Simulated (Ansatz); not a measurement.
# LiMgF3 (model cell, started as cubic perovskite with Mg in the octahedra): a soft mode frozen in

Aim: this structure of LiMgF3 (model cell, started as cubic perovskite with Mg in the octahedra) is to be tested for unstable modes, and one is followed downhill.

Main program and level: Ansatz 0.2.0; DFT PBEsol, scalar-relativistic, plane waves, PAW; PAW set soft_1.

Report form: the programs' logs are mostly left out.

The structure was built from a prototype and need not be the compound's stable phase.

## (1) The starting structure

The structure is cubic, space group Pm-3m (No. 221). The conventional cell has a = 3.873 Å, b = 3.873 Å, c = 3.873 Å, α = 90.00°, β = 90.00°, γ = 90.00°. Nearest to Li lie 12 F at 2.74 Å. Mg has 6 F at 1.94 Å nearest. Nearest to F lie 2 Mg at 1.94 Å. Farther neighbours and most contacts between anions are not listed.

## (2) Response at finite wavevector

The cell comes from relaxations at this level that are not shown. Stability and thermal properties need the whole zone. Linear response on a 4×4×4 q mesh gives force constants as far as a supercell of that size would, and the tensors from the zone-centre run are typed in so that the long-range dipole term is interpolated apart.

Contents of input.yaml:

```yaml
crystal:
  lattice:
    - [3.8727366541, 0.0, 0.0]
    - [0.0, 3.8727366541, 0.0]
    - [0.0, 0.0, 3.8727366541]
  atoms:
    - { symbol: Li, position: [0.0, 0.0, 0.0] }
    - { symbol: Mg, position: [0.5, 0.5, 0.5] }
    - { symbol: F, position: [0.5, 0.5, 0.0] }
    - { symbol: F, position: [0.5, 0.0, 0.5] }
    - { symbol: F, position: [0.0, 0.5, 0.5] }
kpoints:
  mp_grid: { grid: [8, 8, 8] }
hamiltonian:
  xc: pbesol
  pseudopotentials: { kind: paw, azcp: { folder: soft_1 }, xc_functional: pbe }
scf:
  occupations: { method: fixed }
output:
  eigenvalues: true
phonons:
  method: dfpt
  qmesh: [4, 4, 4]
  temperatures: { t_max: 1000, t_step: 50 }
  qpath:
    path:
      - [[0.0, 0.0, 0.0], [0.0, 0.5, 0.0], [0.5, 0.5, 0.0], [0.0, 0.0, 0.0], [0.5, 0.5, 0.5], [0.0, 0.5, 0.0]]
      - [[0.5, 0.5, 0.5], [0.5, 0.5, 0.0]]
    npoints: 10
  non_analytic_term:
    high_frequency_dielectric_tensor: [[1.9891, 0.0, 0.0], [0.0, 1.9891, 0.0], [0.0, 0.0, 1.9891]]
    born_effective_charges:
      - { species: Li, tensor: [[1.2038, 0.0, 0.0], [0.0, 1.2038, 0.0], [0.0, 0.0, 1.2038]] }
      - { species: Mg, tensor: [[1.886, 0.0, 0.0], [0.0, 1.886, 0.0], [0.0, 0.0, 1.886]] }
      - { species: F, tensor: [[-0.9062, 0.0, 0.0], [0.0, -0.9062, 0.0], [0.0, 0.0, -1.2774]] }
      - { species: F, tensor: [[-0.9062, 0.0, 0.0], [0.0, -1.2774, 0.0], [0.0, 0.0, -0.9062]] }
      - { species: F, tensor: [[-1.2774, 0.0, 0.0], [0.0, -0.9062, 0.0], [0.0, 0.0, -0.9062]] }
    source: "zone-centre run at this cell"
```

Started as:

```bash
$ ansatz run input.yaml --threads 8 --pin off --max-ram 16384MiB --backend cpu --events-out ev --progress --plain --runs-dir out
```

The job ended after 2.1 min (8 threads of INTEL XEON PLATINUM 8581C at 2.30GHz (Emerald Rapids), shared host; peak memory 1.7 GiB; 15 min of CPU time).

Numbers from this step:

- gap on the k-mesh: 5.882 eV
- volume per atom: 11.62 Å³
- sum-rule residual before enforcement: 0.001278 eV/Å²
- lowest frequency on the path: -228.2 cm⁻¹
- point group: m-3m
- highest frequency on the path or at a solved wavevector: 662.6 cm⁻¹
- highest optical mode at the zone centre (no LO-TO term): 572.2 cm⁻¹
- lowest optical zone-centre mode: -228.2 cm⁻¹
- lowest mode on the q mesh (acoustic modes at Γ apart): -228.2 cm⁻¹

Frequencies (cm⁻¹) solved at each irreducible wavevector; negative means imaginary. Frequencies by wavevector, by row:

```csv
q in reciprocal lattice units,star,mode 1,mode 2,mode 3,mode 4,mode 13,mode 14,mode 15
0 0 0,1,-228.2,-228.2,-228.2,0,572.2,572.2,572.2
0 0 0.25,6,-220.2,-220.2,38.3,38.3,571.3,571.3,622.9
0 0 -0.5,3,-211.6,-211.6,-4.8,-4.8,534.4,570.5,570.5
0 0.25 0.25,12,-216.9,-210.5,-77.3,-71.6,528.3,570.5,625.5
0 0.25 -0.5,12,-209.1,-199,-135.8,-104.2,480.6,569.6,585.6
0 -0.5 -0.5,3,-203.1,-203.1,-182.8,-161.7,479,546.1,568.8
0.25 0.25 0.25,8,-215.1,-215.1,-93.1,-85.2,527.4,527.4,627.5
0.25 0.25 -0.5,12,-213.1,-196.6,-170.4,-122.5,469.6,526.4,601.1
0.25 -0.5 -0.5,6,-206.6,-206.6,-200,-162,458.8,497.5,583.3
-0.5 -0.5 -0.5,1,-214,-214,-214,-162.4,436.8,436.8,569.8
```

Interpolated from a 4×4×4 q mesh, with the LO-TO term (at Γ the limit along the path; where Γ stands inside the path, tables give the limit on arrival). The phonon branches at the labelled points (cm⁻¹):

```csv
point,branch 1,branch 2,branch 3,branch 4,branch 12,branch 13,branch 14,branch 15
Γ,-228,-228,0,0,334,572,572,663
halfway,-220,-220,38,38,374,571,571,623
X,-212,-212,-5,-5,481,534,570,570
halfway,-209,-199,-136,-104,480,481,570,586
M,-203,-203,-183,-162,479,479,546,569
halfway,-217,-210,-77,-72,376,528,570,626
Γ,-228,-228,0,0,334,572,572,663
halfway,-215,-215,-93,-85,381,527,527,628
R,-214,-214,-214,-162,437,437,437,570
halfway,-213,-197,-170,-122,469,470,526,601
X,-212,-212,-5,-5,481,534,570,570
jump to R,-214,-214,-214,-162,437,437,437,570
halfway,-207,-207,-200,-162,459,459,498,583
M,-203,-203,-183,-162,479,479,546,569
```

Symmetry leaves 10 wavevectors to solve. The lowest mode among them, the acoustic zeros apart, lies at Γ and is imaginary, 228.2i cm⁻¹, so the energy falls along it.

## (3) The mode frozen in, largest atomic shift 0 Å

The mode followed lies at Γ with frequency 228.2i cm⁻¹ and is 3-fold degenerate, the softest among the wavevectors solved. At small amplitude the distorted cell has space group no. 38 by a symmetry search on the positions. The undistorted cell that holds it gives the zero of energy on the same k mesh.

input.yaml, the sections that differ from step 2:

```yaml
scf:
  occupations: { method: gaussian, width: 0.02 }
output:
  forces: true
  stress: true
  eigenvalues: true
# crystal, kpoints, hamiltonian: as in step 2
# phonons: removed
```

Wall time 0.39 s (8 threads); peak memory 0.39 GiB.

Numbers from this step:

```
pressure                         : -0.007339 GPa
energy from the undistorted cell : 0 meV/atom
```

At this level the gap is 5.88 eV on the k-mesh of the self-consistent run, which can miss the band edges.

## (4) The mode frozen in, largest atomic shift 0.6 Å

The atoms are moved along the unstable eigenvector, the largest shift by 0.6 Å, with the cell fixed.

input.yaml, the sections that differ from step 3:

```yaml
crystal:
  lattice:
    - [3.8727366541, 0.0, 0.0]
    - [0.0, 3.8727366541, 0.0]
    - [0.0, 0.0, 3.8727366541]
  atoms:
    - { symbol: Li, position: [0.0, -0.1095514895, -0.1095514895] }
    - { symbol: Mg, position: [0.5, 0.4966655169, 0.4966655169] }
    - { symbol: F, position: [0.5, 0.5215022491, 0.0012798526] }
    - { symbol: F, position: [0.5, 0.0012798526, 0.5215022491] }
    - { symbol: F, position: [0.0, 0.5215022491, 0.5215022491] }
# kpoints, hamiltonian, scf, output: as in step 3
```

It took 1.1 s on 8 threads; peak memory 0.53 GiB.

This step gave:

| Quantity | Value |
| --- | --- |
| pressure | 0.9786 GPa |
| gap on the k-mesh | 6.029 eV |
| energy from the undistorted cell | -45.90 meV/atom |

The energy, extrapolated to zero smearing, is -45.90 meV/atom against the undistorted cell.

The run ends at a pressure of 0.98 GPa, with forces up to 0.40 eV/Å.

## (5) Energy along the mode, all amplitudes (two of the runs are shown above)

An imaginary frequency means negative curvature, so the energy should fall and then rise again as anharmonic terms take over.

Numbers from this step:

| Item | Value |
| --- | --- |
| depth at the lowest point sampled | 45.90 meV/atom |
| largest atomic shift at that point | 0.6 Å |

Energy from the parent against largest atomic shift:

```csv
largest atomic shift (Å),energy from the parent (meV/atom)
0.000,0
0.040,-0.258
0.080,-1.03
0.140,-3.14
0.220,-7.64
0.320,-15.7
0.450,-29.3
0.600,-45.9
```

Displacement at unit largest shift by atom:

```csv
atom,x (Å),y (Å),z (Å),size
Li1,0.000,-0.707,-0.707,1.000
Mg2,0.000,-0.022,-0.022,0.031
F3,0.000,0.139,0.008,0.139
F4,0.000,0.008,0.139,0.139
F5,0.000,0.139,0.139,0.197
```

The lowest of the steps tried is the last one, at 0.6 Å, 45.9 meV/atom below the parent; the bottom of the well need not coincide with a step.

## (6) Relaxing from the distorted cell

Starting from the lowest point found, all atoms and the cell are let go, so that strain and other modes of the same symmetry can join in.

input.yaml, as its differences from that of step 4:

```diff
@@ -17,3 +17,3 @@
 scf:
-  occupations: { method: gaussian, width: 0.02 }
+  occupations: { method: fixed }
 output:
@@ -22 +22,6 @@
   eigenvalues: true
+relax:
+  adjacent_minimum: "off"
+  f_tol: 0.002
+  max_steps: 120
+  cell: { stress_tol: 0.03 }
```

Elapsed: 17 s, on 8 threads; peak memory 0.59 GiB.

The steps of the relaxation:

```csv
step,energy less that of the first step (eV),largest force component (eV/Å),pressure (GPa),volume (Å³)
1,0.0000,0.2810,0.98,58.08
2,-0.0419,0.2436,0.51,58.61
3,-0.0738,0.3125,1.24,59.32
4,-0.0924,0.0928,-0.29,59.76
5,-0.0850,0.3095,0.26,59.74
6,-0.0966,0.0175,-0.12,59.81
7,-0.0968,0.0153,0.07,59.71
8,-0.0968,0.0048,0.00,59.76
9,-0.0968,0.0001,0.00,59.76
10*,-0.1046,0.0005,0.24,59.76
11,-0.1046,0.0042,-0.03,60.03
12,-0.1047,0.0013,0.00,60.01
13*,-0.1053,0.0013,0.01,60.01
14,-0.1053,0.0008,0.00,60.02
15*,-0.1053,0.0008,0.00,60.02
```

Relaxation steps marked * repeat the geometry before them on a plane-wave basis chosen anew for their cell, so energy and pressure can jump there. Relaxation step 5 was tried and not accepted.

Forces are held to the 4 operations that the run works with; a distortion that breaks them can't arise in this run.

```csv
"conventional cell, symmetrised",before,after,change
a (Å),3.873,3.834,-1.0 %
b (Å),5.477,5.429,-0.9 %
c (Å),5.477,5.767,+5.3 %
volume (Å³/atom),11.62,12.00,+3.3 %
```

The atoms that moved most (Å, as changes of fractional coordinates times the final cell):

```csv
atom,dx,dy,dz,length
Li1,0.000,-0.172,-0.172,0.243
F3,0.000,0.111,0.029,0.115
F4,0.000,0.029,0.111,0.115
F5,0.000,0.025,0.025,0.035
Mg2,0.000,0.007,0.007,0.010
```

Numbers from this step:

```yaml
pressure: 2.69e-4 GPa
gap_on_the_k_mesh: 6.019 eV
volume_per_atom: 12.00 Å³
```

The distorted start has space group Amm2; the relaxation ends in Amm2.

## (7) The new phase in its own primitive cell

The relaxed structure is symmetrised, reduced to its primitive cell and relaxed tightly, as its phonons need.

input.yaml, the sections that differ from step 6:

```yaml
crystal:
  lattice:
    - [3.8344878662, 0.0, 0.0]
    - [0.0, 2.7145495594, 2.8832940541]
    - [0.0, -2.7145495594, 2.8832940541]
  atoms:
    - { symbol: Li, position: [0.0, 0.8482950162, 0.8482950162] }
    - { symbol: Mg, position: [0.5, 0.4984108147, 0.4984108147] }
    - { symbol: F, position: [0.5, 0.5493688067, 0.007772183] }
    - { symbol: F, position: [0.5, 0.007772183, 0.5493688067] }
    - { symbol: F, position: [0.0, 0.5275515576, 0.5275515576] }
kpoints:
  mp_grid: { grid: [6, 6, 6] }
relax:
  adjacent_minimum: "off"
  f_tol: 0.001
  max_steps: 60
  cell: { stress_tol: 0.01 }
# hamiltonian, scf, output: as in step 6
```

The job ended after 2 s (8 threads; peak memory 0.52 GiB; 13 s of CPU time).

Little changed from the start: no atom moved by 0.005 Å and no cell edge by 0.1 %.

Numbers from this step:

```yaml
pressure: 4.50e-4 GPa
direct_gap_on_mesh: 6.361 eV
```

The largest force component left is 0.92 meV/Å and the pressure is 0.000 GPa, within the tolerances set. The cell now holds 12.00 Å³/atom.

## (8) Modes of the new phase, k-mesh 6×6×6

A relaxed structure may still be a saddle point, so its zone-centre modes are computed. The response to a homogeneous field gives the Born charges and the dielectric tensor.

input.yaml, the sections that differ from step 7:

```yaml
crystal:
  lattice:
    - [3.8345116546, 0.0, 0.0]
    - [0.0, 2.7143444137, 2.8834934984]
    - [0.0, -2.7143444137, 2.8834934984]
  atoms:
    - { symbol: Li, position: [0.0, 0.8482794944, 0.8482794944] }
    - { symbol: Mg, position: [0.5, 0.4984124482, 0.4984124482] }
    - { symbol: F, position: [0.5, 0.5493774156, 0.0077684806] }
    - { symbol: F, position: [0.5, 0.0077684806, 0.5493774156] }
    - { symbol: F, position: [0.0, 0.5275605394, 0.5275605394] }
output:
  eigenvalues: true
phonons:
  method: dfpt
  dielectric: true
  rigid_motions: translations
# kpoints, hamiltonian, scf: as in step 7
# relax: removed
```

Wall time 19 s (8 threads); peak memory 0.85 GiB.

This step gave:

* sum-rule residual before enforcement: 7.38e-4 eV/Å²
* miss of the charge sum rule: 3.86e-5 e
* point group: mm2
* highest optical mode at the zone centre (no LO-TO term): 590.6 cm⁻¹
* lowest optical zone-centre mode: -192.7 cm⁻¹
* mean high-frequency dielectric constant: 1.904
* largest Born charge (third of the trace): 1.920 e
* top of the zone-centre spectrum with the field: 678.9 cm⁻¹

Without the LO-TO term. Patterns of degenerate modes are one choice out of their space. Modes at Γ, with each element's share of the kinetic energy (negative means imaginary):

```csv
mode,frequency (cm⁻¹),symmetry,Li %,Mg %,F %
1,-192.7,B1,79,1,20
2,-96.3,B2,85,0,15
3,0.0,acoustic,8,28,65
4,0.0,acoustic,8,28,65
5,0.0,acoustic,8,28,65
6,101.9,A2,0,0,100
7,104.4,B2,0,0,99
8,205.6,A1,7,0,93
9,270.6,B2,6,41,52
10,303.0,A1,1,50,49
11,313.9,B1,13,36,51
12,440.5,A1,82,0,17
13,478.3,B2,0,31,69
14,508.5,A1,1,23,76
15,590.6,B1,0,36,64
```

Displacements in mode 1 (-192.7 cm⁻¹), the largest set to 1:
```
Li1  1.00  0.00  0.00
Mg2  0.05  0.00  0.00
F3  -0.22  0.00  0.00
F4  -0.22  0.00  0.00
F5   0.00  0.00  0.00
```

Displacements in mode 15 (590.6 cm⁻¹), the largest set to 1:
```
Li1  0.03  0.00  0.00
Mg2 -0.67  0.00  0.00
F3  -0.08  0.00  0.00
F4  -0.08  0.00  0.00
F5   1.00  0.00  0.00
```

Optical modes at the zone centre, without and with the macroscopic field of the longitudinal modes; each column is sorted by frequency, so a row need not hold one and the same mode. Modes with and without the field, by row:

```csv
rank among optical modes,no field (cm⁻¹),"q along (1, 0, 0) (cm⁻¹)","q along (0, 1, 0) (cm⁻¹)","q along (0, 0, 1) (cm⁻¹)"
1,-192.7,-96.3,-192.7,-192.7
2,-96.3,101.9,101.9,-96.3
3,101.9,104.4,104,101.9
4,104.4,205.6,205.6,104.4
5,205.6,241.9,206.1,213.3
6,270.6,270.6,303,270.6
7,303,303,313.9,313.9
8,313.9,340.3,322,339.9
9,440.5,440.5,440.5,478.3
10,478.3,478.3,508.5,483.1
11,508.5,508.5,590.6,590.6
12,590.6,678.9,594,629.5
```

Born charge (rows field, columns displacement) (e), principal values of the symmetric part by kind of site:

```csv
atom,atoms with these values,low,middle,high,mean
Li1,1,1.02,1.07,1.20,1.10
Mg2,1,1.89,1.90,1.97,1.92
F3,2,-1.29,-0.92,-0.83,-1.01
F5,1,-1.26,-0.89,-0.82,-0.99
```

In full for Mg2:

```
1.89 0.00 0.00
0.00 1.90 0.00
0.00 0.00 1.97
```

High-frequency dielectric tensor:

```
1.92 0.00 0.00
0.00 1.90 0.00
0.00 0.00 1.89
```

Transverse modes; imaginary modes are left out. Infrared lines, with heights relative to the strongest:

```csv
position (cm⁻¹),label,relative intensity
102,A2,0.0
104,B2,0.3
206,A1,11
271,B2,22
303,A1,60
314,B1,8.1
440,A1,100
478,B2,84
508,A1,49
591,B1,86
```

Before it was imposed, the acoustic sum rule was missed by 7.4e-4 eV/Å² and the charge sum rule by 3.9e-5 e. Small misses are needed for a sound result but don't prove that mesh and cutoff are converged. The lowest optical mode is imaginary, 192.7i cm⁻¹, so the energy falls along it.

## (9) What came out

```
unstable mode of the parent                                                      : q = (0, 0, 0), 228i cm⁻¹
depth at the lowest point sampled                                                : 45.9 meV/atom
largest atomic shift at that point                                               : 0.6 Å
space group reached (within 0.01 Å)                                              : Amm2
energy gained over the parent (first relaxation, on the mesh of the frozen mode) : 67.0 meV/atom
volume per atom, phase reached                                                   : 12.0 Å³
gap on the k-mesh, phase reached                                                 : 6.02 eV
lowest optical zone-centre mode, phase reached                                   : -193 cm⁻¹
highest optical mode at the zone centre (no LO-TO term), phase reached           : 591 cm⁻¹
```

**Reading.** Along this mode the structure falls into Amm2, 67.0 meV/atom below the parent. At the parent's cell the well is 45.90 meV/atom deep on the steps tried, with its lowest point at a shift of 0.6 Å. That is the last step tried, so the steps alone don't bracket the bottom of the well. Relaxing atoms and cell changes the gain by +21.07 meV/atom against the lowest step (energies at zero smearing). The new phase still has an imaginary mode at the zone centre of its cell, so it is a saddle point on the way to a lower structure. Of the 4 patterns followed to their end from this parent, this one ends 16.6 meV/atom above the lowest, R3m. Each path keeps the symmetry of its pattern, so a lower phase may lie along a pattern not tried. The PAW files were made for PBE and serve the other functionals too. The starting cell was built on a prototype and not taken from a measurement, so the phase need not exist.

[Logs are printed without paths, hosts, clocks, repeated set-up lines and the standing remarks that a program may print on its own settings, such as how far it seeks lower states.]

[Hosts, paths, dates, database ids (printed as entryN), source tags and the programs' standing remarks are cut or masked in the printed files.]
